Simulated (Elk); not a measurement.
# Magnetic state of CmPt2 from several starts

Aim: find out whether CmPt2 carries moments, and which collinear order costs least.

Main program and level: Elk 11.2.3 (patched build); PBE with U = 4.50 eV, J = 0.50 eV on Cm f; all-electron APW+lo, Dirac cores, scalar-relativistic bands.

**1. Set-up**

Symmetry: Fd-3m, No. 227, cubic system. The conventional cell has a = 7.625 Å, b = 7.625 Å, c = 7.625 Å, α = 90.00°, β = 90.00°, γ = 90.00°. Nearest to Cm lie 12 Pt at 3.16 Å and 4 Cm at 3.30 Å. Nearest to Pt lie 6 Pt at 2.70 Å and 6 Cm at 3.16 Å. Farther neighbours are not listed.

**2. Run 1 (ferro ++)**

Parallel moments need no larger cell; this start tests for a ferromagnetic state only. A Hubbard U of customary size acts on the open shell; it was not fitted to this crystal.

Moments are seeded by fields in the spheres (the last three columns under atoms), set against the wanted direction and reduced each loop.

Contents of elk.in:

```
tasks
  0
  33
  73

xctype
  20

rgkmax
  7.0

nempty
  8

swidth
  0.001

reducebf
  0.7

epsengy
  1e-05

maxscl
  150

lmaxi
  3

nxlo
  3

spinpol
  .true.

sppath
  './'

avec
  0.00000000000 7.20458085014 7.20458085014
  7.20458085014 0.00000000000 7.20458085014
  7.20458085014 7.20458085014 0.00000000000

atoms
  2
  'Cm.in'
  2
  0.0000000000 0.0000000000 0.0000000000   0.000000 0.000000 -0.750000
  0.2500000000 0.2500000000 0.2500000000   0.000000 0.000000 -0.750000
  'Pt.in'
  4
  0.6250000000 0.6250000000 0.6250000000   0.000000 0.000000 0.000000
  0.1250000000 0.6250000000 0.6250000000   0.000000 0.000000 0.000000
  0.6250000000 0.6250000000 0.1250000000   0.000000 0.000000 0.000000
  0.6250000000 0.1250000000 0.6250000000   0.000000 0.000000 0.000000

ngridk
  6 6 6

dft+u
  1 1
  1 3 0.165372 0.018375

plot3d
  0 0 0
  1 0 0
  0 1 0
  0 0 1
  27 27 27
```

Command:

```
$ OMP_NUM_THREADS=8 elk
```

Numbers of over 12 decimals in the logs are rounded to 6 here.

Log:

```text
Warning(init1): few empty states an atom for a second variation :    8.000000000
 they are its basis, with spin, DFT+U, afieldc (12 by default), in Hartree-Fock and RDMFT; 30 and more for pressures
Warning(gndstate): core states of species 2 leak from the muffin-tin :   0.6735550491E-03
Warning(gndstate): forces or DFT+U at lmaxo under 8 : 6
  [figures from our tests cut]: type lmaxo 8 and lmaxapw 10

--- INFO.OUT ---
┌─────────────────────────┐
│ Elk code version 11.2.3 │
└─────────────────────────┘

All units are atomic (Hartree, Bohr, etc.)

┌─────────────────────────────────────────────────┐
│ Ground-state run starting from atomic densities │
└─────────────────────────────────────────────────┘

Lattice vectors :
   0.000000000       7.204580850       7.204580850
   7.204580850       0.000000000       7.204580850
   7.204580850       7.204580850       0.000000000

Reciprocal lattice vectors :
 -0.4360548822      0.4360548822      0.4360548822
  0.4360548822     -0.4360548822      0.4360548822
  0.4360548822      0.4360548822     -0.4360548822

Unit cell volume      :    747.9217343
Brillouin zone volume :   0.3316526343

Muffin-tin inner radius fraction :   0.1000000000E-01

Nuclei treated as point charges

Species : 1 (Cm)
 parameters loaded from : Cm.in
 name : curium
 nuclear charge    :   -96.00000000
 electronic charge :    96.00000000
 atomic mass :    450253.4561
 muffin-tin radius :    3.000000000
 number of radial points in muffin-tin :   1593
 inner part over the whole radius :   0.9921970442E-02
 number on inner part of muffin-tin    :   1148
 approximate nuclear radius :   0.1109296213E-03
 number of mesh points to nuclear radius :    609
 atomic positions (lattice), magnetic fields (Cartesian) :
  1 :   0.37500000  0.37500000  0.37500000    0.00000000  0.00000000 -0.75000000
  2 :  -0.37500000 -0.37500000 -0.37500000    0.00000000  0.00000000 -0.75000000

Species : 2 (Pt)
 parameters loaded from : Pt.in
 name : platinum
 nuclear charge    :   -78.00000000
 electronic charge :    78.00000000
 atomic mass :    355605.4401
 muffin-tin radius :    2.522203987
 number of radial points in muffin-tin :   1393
 inner part over the whole radius :   0.9892530136E-02
 number on inner part of muffin-tin    :    997
 approximate nuclear radius :   0.1029052813E-03
 number of mesh points to nuclear radius :    526
 atomic positions (lattice), magnetic fields (Cartesian) :
  1 :   0.00000000  0.00000000  0.00000000    0.00000000  0.00000000  0.00000000
  2 :   0.50000000  0.00000000  0.00000000    0.00000000  0.00000000  0.00000000
  3 :   0.00000000  0.00000000  0.50000000    0.00000000  0.00000000  0.00000000
  4 :   0.00000000  0.50000000  0.00000000    0.00000000  0.00000000  0.00000000

Total number of atoms per unit cell :    6
Total muffin-tin volume :    495.0317850
 ratio of muffin-tin to unit cell volume :   0.6618764535

Spin treatment :
 spin-polarised
 global magnetic field (Cartesian) :    0.000000000       0.000000000       0.000000000
 collinear magnetisation in z-direction

Number of Bravais lattice symmetries :   48
Number of crystal symmetries         :   48
Crystal has inversion symmetry
Real symmetric eigensolver will be used

k-point grid :      6     6     6
k-point offset :    0.000000000       0.000000000       0.000000000
k-point set is reduced with full crystal symmetry group
Total number of k-points :       16

Muffin-tin radius times maximum |G+k| :    7.000000000
 using average radius
Maximum |G+k| for APW functions       :    2.610509072
Maximum (1/2)|G+k|²                   :    3.407378808
Maximum |G| for potential and density :    12.00000000
Constant for pseudocharge density :    9
 order of it for each species :   16  16
 order of it for pair densities of each species (exact exchange by exxq0 0: 16) :   12   8
Radial integration step length :    1

G-vector grid sizes :     40    40    40
Number of G-vectors :    22075

Maximum angular momentum used for
 APW functions            :    8
 outer part of muffin-tin :    6
 inner part of muffin-tin :    3

Total nuclear charge    :   -504.0000000
Total core charge       :    348.0000000
Total valence charge    :    156.0000000
Total excess charge     :    0.000000000
Total electronic charge :    504.0000000

Effective Wigner radius, rₛ :   0.7075856271

Number of empty states         :     48
Total number of valence states :    254
Total number of core states    :    348

Third-order local-orbitals added for an l without core states : T
Total number of local-orbitals :    404

Exchange-correlation functional :     20     0     0
 Perdew-Burke-Ernzerhof, Phys. Rev. Lett. 77, 3865 (1996)
 gradient requirement :    1
 generalised gradient approximation (GGA)

DFT+U calculation
 fully localised limit (FLL)
 see Phys. Rev. B 52, R5467 (1995)
 species : 1 (Cm), l = 3, U =   0.16537200, J =   0.01837500

Smearing type :    3
 Fermi-Dirac
Smearing width :   0.1000000000E-02
Effective electronic temperature (K) :    315.7750248

Mixing type :    3
 Broyden mixing, J. Phys. A: Math. Gen. 17, L317 (1984)

Kohn-Sham potential initialised from atomic data

┌──────────────────────────────┐
│ Self-consistent loop started │
└──────────────────────────────┘

┌─────────────────┐
│ Loop number : 1 │
└─────────────────┘

Energies :
 Fermi                       :     0.235697
 sum of occupied eigenvalues :     -85097.332059528
 electron kinetic            :      163396.75950805
 core electron kinetic       :      159745.91108280
 Coulomb                     :     -297452.66893600
 Coulomb potential           :     -245296.72147299
 nuclear-nuclear             :     -12259.564497432
 electron-nuclear            :     -325385.44035187
 Hartree                     :      40192.335913294
 Madelung                    :     -174804.30819951
 xc potential                :     -3196.5697169309
 xc effective B-field        :    -0.841352
 external B-field            :      0.000000
 exchange                    :     -2433.6910778739
 correlation                 :     -31.412489444977
 DFT+U                       :     0.985686
 electron entropic           :    -0.59439176361185E-03
 total energy                :     -136520.02790322
 (external B-field energy excluded from total)

Density of states at Fermi energy :    179.9910360
 (states/Hartree/unit cell)

Estimated indirect band gap :   0.4265751287E-03
 from k-point 11 to k-point 1
Estimated direct band gap   :   0.2457590414E-02
 at k-point 12

Charges :
 core                        :    348.0000000
 valence                     :    156.0000000
 interstitial                :    9.643824242
 muffin-tins (core leakage)
  species : 1 (Cm)
[...]
core electron kinetic       :      159753.28517502
 Coulomb                     :     -297452.84242036
 Coulomb potential           :     -245299.65751386
 nuclear-nuclear             :     -12259.564497432
 electron-nuclear            :     -325383.13529626
 Hartree                     :      40189.857373333
 Madelung                    :     -174803.01366343
 xc potential                :     -3195.6824883199
 xc effective B-field        :    -0.990915
 external B-field            :      0.000000
 exchange                    :     -2433.7810638824
 correlation                 :     -31.398936187207
 DFT+U                       :     0.999126
 electron entropic           :    -0.54221060169860E-03
 total energy                :     -136519.26463233
 (external B-field energy excluded from total)

Density of states at Fermi energy :    174.0597935
 (states/Hartree/unit cell)

Estimated indirect band gap :   0.1173472518E-02
 from k-point 11 to k-point 16
Estimated direct band gap   :   0.1651914521E-02
 at k-point 16

Charges :
 core                        :    348.0000000
 valence                     :    156.0000000
 interstitial                :    9.554448047
 muffin-tins (core leakage)
  species : 1 (Cm)
   atom 1                    :    94.74018507     (  0.3803107920E-04)
   atom 2                    :    94.74018507     (  0.3803107920E-04)
  species : 2 (Pt)
   atom 1                    :    76.24129545     (  0.7471705300E-03)
   atom 2                    :    76.24129545     (  0.7471705300E-03)
   atom 3                    :    76.24129545     (  0.7471705300E-03)
   atom 4                    :    76.24129545     (  0.7471705300E-03)
 total in muffin-tins        :    494.4455520
 total calculated charge     :    503.9922968
 total charge                :    504.0000000
 error                       :   0.7703197335E-02

Moments :
 interstitial                :   0.2845493822
 muffin-tins
  species : 1 (Cm)
   atom 1                    :    6.929271002
   atom 2                    :    6.929271002
  species : 2 (Pt)
   atom 1                    :  -0.2878263450E-01
   atom 2                    :  -0.2878263450E-01
   atom 3                    :  -0.2878263450E-01
   atom 4                    :  -0.2878263450E-01
 total in muffin-tins        :    13.74341147
 total moment                :    14.02796085

RMS change in Kohn-Sham potential (target) :    8.482096344     (  0.1000000000E-05)
Absolute change in total energy (target)   :   0.7632708907     (  0.1000000000E-04)

[... loops 3 to 26 left out ...]

┌──────────────────┐
│ Loop number : 27 │
└──────────────────┘

Energies :
 Fermi                       :     0.405618
 sum of occupied eigenvalues :     -85040.568136559
 electron kinetic            :      163436.92835464
 core electron kinetic       :      159750.56321895
 Coulomb                     :     -297490.38945591
 Coulomb potential           :     -245247.85525804
 nuclear-nuclear             :     -12259.564497432
 electron-nuclear            :     -325513.14546045
 Hartree                     :      40282.320501978
 Madelung                    :     -174866.46182689
 xc potential                :     -3228.6107166259
 xc effective B-field        :     -1.030517
 external B-field            :      0.000000
 exchange                    :     -2436.1058585928
 correlation                 :     -31.394720424649
 DFT+U                       :      1.003902
 electron entropic           :    -0.25222629422936E-03
 total energy                :     -136519.95803096
 (external B-field energy excluded from total)

Density of states at Fermi energy :    82.35395842
 (states/Hartree/unit cell)

Estimated indirect band gap :   0.6474960770E-03
 from k-point 2 to k-point 13
Estimated direct band gap   :   0.2553231752E-02
 at k-point 2

Charges :
 core                        :    348.0000000
 valence                     :    156.0000000
 interstitial                :    8.457634058
 muffin-tins (core leakage)
  species : 1 (Cm)
   atom 1                    :    94.40359465     (  0.3574260066E-04)
   atom 2                    :    94.40359465     (  0.3574260066E-04)
  species : 2 (Pt)
   atom 1                    :    76.68379416     (  0.6735550522E-03)
   atom 2                    :    76.68379416     (  0.6735550522E-03)
   atom 3                    :    76.68379416     (  0.6735550522E-03)
   atom 4                    :    76.68379416     (  0.6735550522E-03)
 total in muffin-tins        :    495.5423659
 total calculated charge     :    503.9926147
 total charge                :    504.0000000
 error                       :   0.7385323404E-02

Moments :
 interstitial                :   0.3799913834
 muffin-tins
  species : 1 (Cm)
   atom 1                    :    7.057868427
   atom 2                    :    7.057868427
  species : 2 (Pt)
   atom 1                    :  -0.4197119879E-01
   atom 2                    :  -0.4197119879E-01
   atom 3                    :  -0.4197119879E-01
   atom 4                    :  -0.4197119879E-01
 total in muffin-tins        :    13.94785206
 total moment                :    14.32784344

RMS change in Kohn-Sham potential (target) :   0.6933134037E-07 (  0.1000000000E-05)
Absolute change in total energy (target)   :   0.8035538485E-05 (  0.1000000000E-04)

Convergence targets achieved

┌──────────────────┐
│ Loop number : 28 │
└──────────────────┘

Energies :
 Fermi                       :     0.405618
 sum of occupied eigenvalues :     -85040.568147174
 electron kinetic            :      163436.92835277
 core electron kinetic       :      159750.56321402
 Coulomb                     :     -297490.38945398
 Coulomb potential           :     -245247.85525460
 nuclear-nuclear             :     -12259.564497432
 electron-nuclear            :     -325513.14546054
 Hartree                     :      40282.320503991
 Madelung                    :     -174866.46182668
 xc potential                :     -3228.6107263860
 xc effective B-field        :     -1.030516
 external B-field            :      0.000000
 exchange                    :     -2436.1058583491
 correlation                 :     -31.394720473666
 DFT+U                       :      1.003902
 electron entropic           :    -0.25222797350649E-03
 total energy                :     -136519.95803075
 (external B-field energy excluded from total)

Density of states at Fermi energy :    82.35471630
 (states/Hartree/unit cell)

Estimated indirect band gap :   0.6474875519E-03
 from k-point 2 to k-point 13
Estimated direct band gap   :   0.2553191104E-02
 at k-point 2

Charges :
 core                        :    348.0000000
 valence                     :    156.0000000
 interstitial                :    8.457634150
 muffin-tins (core leakage)
  species : 1 (Cm)
   atom 1                    :    94.40359446     (  0.3574260133E-04)
   atom 2                    :    94.40359446     (  0.3574260133E-04)
  species : 2 (Pt)
   atom 1                    :    76.68379423     (  0.6735550491E-03)
   atom 2                    :    76.68379423     (  0.6735550491E-03)
   atom 3                    :    76.68379423     (  0.6735550491E-03)
   atom 4                    :    76.68379423     (  0.6735550491E-03)
 total in muffin-tins        :    495.5423659
 total calculated charge     :    503.9926147
 total charge                :    504.0000000
 error                       :   0.7385323017E-02

Moments :
 interstitial                :   0.3799890596
 muffin-tins
  species : 1 (Cm)
   atom 1                    :    7.057865621
   atom 2                    :    7.057865621
  species : 2 (Pt)
   atom 1                    :  -0.4197010046E-01
   atom 2                    :  -0.4197010046E-01
   atom 3                    :  -0.4197010046E-01
   atom 4                    :  -0.4197010046E-01
 total in muffin-tins        :    13.94785084
 total moment                :    14.32783990

┌──────────────────────────────┐
│ Self-consistent loop stopped │
└──────────────────────────────┘

Warning : core states of species 2 leak from the muffin-tin :   0.6735550491E-03

Warning : forces or DFT+U at lmaxo under 8 : 6

Wrote STATE.OUT
```

It took 13 min on 8 threads of Arm Neoverse N1, shared host; peak memory 1.8 GiB.

Spin moment in the muffin-tin sphere by atom:

| atom | spin moment in the muffin-tin sphere (μB) |
| --- | --- |
| Cm1 | 7.06 |
| Cm2 | 7.06 |
| Pt3 | -0.04 |
| Pt4 | -0.04 |
| Pt5 | -0.04 |
| Pt6 | -0.04 |

This step gave:

- density of states at the Fermi level: 3.026 states/eV/cell
- moment between the spheres: 0.3800 μB
- magnetization: 14.33 μB
- final state: ferromagnetic

After 28 cycles the largest moment stands at 7.06 μB.

[end of part 1 of 2]

[Logs and program files are shortened in this print: banners, set-up blocks, solver, clock and traceback lines can be left out without a mark of their own.]

[Logs are printed without paths, hosts, clocks, repeated set-up lines and the standing remarks that a program may print on its own settings, such as how far it seeks lower states.]

[Hosts, paths, dates, database ids (printed as entryN), source tags and the programs' standing remarks are cut or masked in the printed files.]

[Where a cell is said to come from a database of computed structures, the database is the Materials Project.]
